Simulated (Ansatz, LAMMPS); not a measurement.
# Force difference against the spacing of support functions in amorphous polystyrene (as short chains C34H38) at 300 K (144 atoms)

Density of this cell: 0.988 g/cm³. The cell holds 144 atoms: 68 C and 76 H. Cell: a = 11.451 Å, b = 11.451 Å, c = 11.451 Å, α = 90.0°, β = 90.0°, γ = 90.0°. 2 polystyrene chains of 4 units with methyl end groups placed at random, at 0.988 g/cm³; overlaps pushed apart, then 20 ps at 800 K with MMFF94 bonds, angles, torsions, charges and radii (Halgren, J. Comput. Chem. 17, 490 (1996)) in harmonic and 12-6 forms. Snapshot after 30 ps at 300 K and fixed volume.

Calculated with Ansatz 0.2.0: Kohn-Sham DFT, PBE+D4, PAW (set soft_2), localised support functions (medium), with the spacing typed; the reference is Kohn-Sham DFT, PBE+D4, PAW (set soft_2), plane waves, cutoff 750 eV, Γ point, gaussian smearing of 0.05 eV, with an r.m.s. force component of 0.934 eV/Å.

| spacing (Å) | r.m.s. force difference (meV/Å) | time |
| --- | --- | --- |
| 0.183 | 0.483 | 96 s |
| 0.206 | 0.517 | 65 s |
| 0.263 | ? | ? |
| 0.297 | 2.075 | 48 s |
| 0.343 | 41.45 | 36 s |
| 0.411 | 382.7 | 34 s |

**Question.** Fit a power law of the spacing to the rows given and interpolate to the withheld row.

Worked fit:

A power law y = A x^b is a line in u = ln x and v = ln y.

```
 u = ln x   v = ln y
 -1.69827  -0.727739
 -1.57988  -0.659712
 -1.21402   0.729961
 -1.07002    3.72461
-0.889162    5.94729
```

With n = 5: mean u = -1.29027, mean v = 1.80288, Σ(u − ū)² = 0.46555, Σ(u − ū)(v − v̄) = 3.7495. Slope b = 3.7495 / 0.46555 = 8.0539; intercept a = v̄ − b ū = 12.195.

At the withheld row u = -1.336, v = a + b u = 1.438, and y = exp(v).

Prediction at 0.263: 4.211 meV/Å. The run gave 2.004 meV/Å, so the fit is high by 2.2 meV/Å (110 % of the value).

The fitted exponent is 8.1. Between neighbouring rows, the withheld one included, the exponents are 0.57, 5.5, 0.29, 21 and 12, so one power law doesn't hold over the range: the values level off at a floor. Among the rows given, the largest relative miss of the fit is at 0.297, by 9.1 meV/Å (440 %).

Limits: The difference holds the reference's own basis error, which sets a floor under it.

[Logs are printed without paths, hosts, clocks, repeated set-up lines and the standing remarks that a program may print on its own settings, such as how far it seeks lower states.]

[Hosts, paths, dates, database ids (printed as entryN), source tags and the programs' standing remarks are cut or masked in the printed files.]

[The MMFF94 radii named for the starting cell were scaled by 0.96; in molecules described by MMFF94, hydrogen bound to N, O or S took a small fixed 12-6 site in their place.]
